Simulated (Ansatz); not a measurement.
# ZnInGaO4 (R3m): how ε∞ follows the gap

The empty bands of ZnInGaO4 (R3m) are shifted up rigidly by Δ, and ε∞ along x is computed for each shift. x, y and z are the Cartesian axes of the input cell.

It takes space group R3m (No. 160, trigonal). Conventional cell: a = 3.361 Å, b = 3.361 Å, c = 26.140 Å, α = 90.00°, β = 90.00°, γ = 120.00°. In on site a has 6 O at 2.22 to 2.23 Å as nearest neighbours. Ga on site a has 5 O at 1.94 to 2.00 Å as nearest neighbours. Zn on site a is surrounded by 4 O at 2.01 to 2.02 Å. O on site a is surrounded by 1 Ga at 2.00 Å and 3 Zn at 2.02 Å. O on site a has 3 Ga at 1.94 Å as nearest neighbours. Around O on site a lie 1 Ga at 1.98 Å and 3 In at 2.23 Å. O on site a is surrounded by 1 Zn at 2.01 Å and 3 In at 2.22 Å.

Method: Ansatz 0.2.0, PBE, independent particles, k-mesh 8×8×8 with interpolation inside its cells, Gaussian parameter 0.1 eV.

Launch of the response step: `ansatz run input.yaml --threads 4 --pin off --max-ram 8192MiB --backend cpu --events-out ev --progress --plain --runs-dir out`. The series took 9.4 min in all, on 4 threads of Intel(R) Xeon(R) Processor @ 2.50GHz (Skylake/Cascade Lake) (shared host).

```tsv
Δ (eV)	ε∞ along x
0.00	4.808
0.40	4.571
0.80	4.375
1.20	4.208
1.60	4.062
2.00	?
```

With one effective transition at E₀ and fixed dipole strength, ε∞ − 1 = A/(E₀ + Δ), so 1/(ε∞ − 1) is linear in Δ.

Working, on the rows shown:

| x = Δ (eV) | y = 1/(ε∞ − 1) |
| --- | --- |
| 0 | 0.262605 |
| 0.4 | 0.280034 |
| 0.8 | 0.296296 |
| 1.2 | 0.311721 |
| 1.6 | 0.326584 |

Means: x̄ = 0.8, ȳ = 0.29545. Σ(x − x̄)(y − ȳ) = 0.06386, Σ(x − x̄)² = 1.6. Slope = 0.06386 / 1.6 = 0.03991; intercept = ȳ − slope · x̄ = 0.26352. Turned back into ε∞ along x, the line misses the rows shown by at most 0.013.

Problem. Fill in the last column of the withheld row.

Solution. At x = 2 the line gives y = 0.34334, that is 3.913. The run gave 3.933, so the extrapolation is off by 0.02, 2 % of the range in the table.

Refitted with all rows, the slope is 0.03906 and the intercept 0.26397. These give E₀ = intercept/slope = 6.8 eV, far above the least direct gap of 1.07 eV: most of the screening comes from transitions well over the edge. Over the first step ε∞ falls by 12 % per eV. Excitons are left out and so are local fields; PBE gaps are as a rule too small. Spin-orbit coupling is left out.

[Logs are printed without paths, hosts, clocks, repeated set-up lines and the standing remarks that a program may print on its own settings, such as how far it seeks lower states.]
